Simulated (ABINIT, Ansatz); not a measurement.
Planning a run of ABINIT 10.8.3 on K2LiAlF6 (Fm-3m). The input:

```
acell 3*1.0 Angstrom
rprim 
  0.000000000000 3.921000000000 3.921000000000
  3.921000000000 0.000000000000 3.921000000000
  3.921000000000 3.921000000000 -0.000000000000
ntypat 4
znucl 19 3 13 9
natom 10
typat 1 1 2 3 4 4 4 4 4 4
xred 
  0.250000000000 0.250000000000 0.250000000000
  0.750000000000 0.750000000000 0.750000000000
  0.500000000000 0.500000000000 0.500000000000
  0.000000000000 -0.000000000000 0.000000000000
  0.768900000000 0.231100000000 0.231100000000
  0.231100000000 0.768900000000 0.231100000000
  0.231100000000 0.768900000000 0.768900000000
  0.768900000000 0.231100000000 0.768900000000
  0.231100000000 0.231100000000 0.768900000000
  0.768900000000 0.768900000000 0.231100000000
pp_dirpath "pseudos"
pseudos "K.upf, Li.upf, Al.upf, F.upf"
ecut 36
ngkpt 4 4 4
nshiftk 1
shiftk 0.11 0.21 0.31
kptopt 3
chksymbreak 0
istwfk *1
occopt 1
irdwfk 1
optdriver 99
bs_calctype 1
mbpt_sciss 4.532 eV
bs_loband 22
nband 42
bs_exchange_term 1
bs_coulomb_term 21
bs_coupling 0
bs_algorithm 2
bs_freq_mesh 0 18 0.1 eV
zcut 0.15 eV
ecuteps 3
ecutwfn 18
inclvkb 2
mdf_epsinf 2.12
irdden 1
bs_haydock_niter 300
bs_haydock_tol -0.02 0
indata_prefix "in"
outdata_prefix "out"
tmpdata_prefix "tmp"
```

```sh
OMP_NUM_THREADS=1 mpirun -n 4 abinit run.abi > log
```

**Question.** Estimate wall time and host memory on 4 MPI ranks of Arm Neoverse V1, shared host.

It took 33 min; on shared hardware allow 17 min to 67 min. Peak host memory was 3.7 GiB.

The kernel grows as the square of the matrix size, and full diagonalisation as its cube.

[Paths, hosts, dates, memory and timing lines, banners, echoed tables and standing remarks are left out of the program output.]

[Logs are printed without paths, hosts, clocks, repeated set-up lines and the standing remarks that a program may print on its own settings, such as how far it seeks lower states.]

[Runs of the session that timed out or met a known fault of the program may be left out.]

[Hosts, paths, dates, database ids (printed as entryN), source tags and the programs' standing remarks are cut or masked in the printed files.]

[G0W0 gaps are taken among the corrected bands and points alone; a level outside them can change the order at an edge.]

[Where Ansatz stands beside ABINIT at settings called matched, ABINIT's density can come from a denser mesh and the files from another edition; pairs whose starting gaps differed by over 0.03 eV were left out, so agreement reads better than it is.]
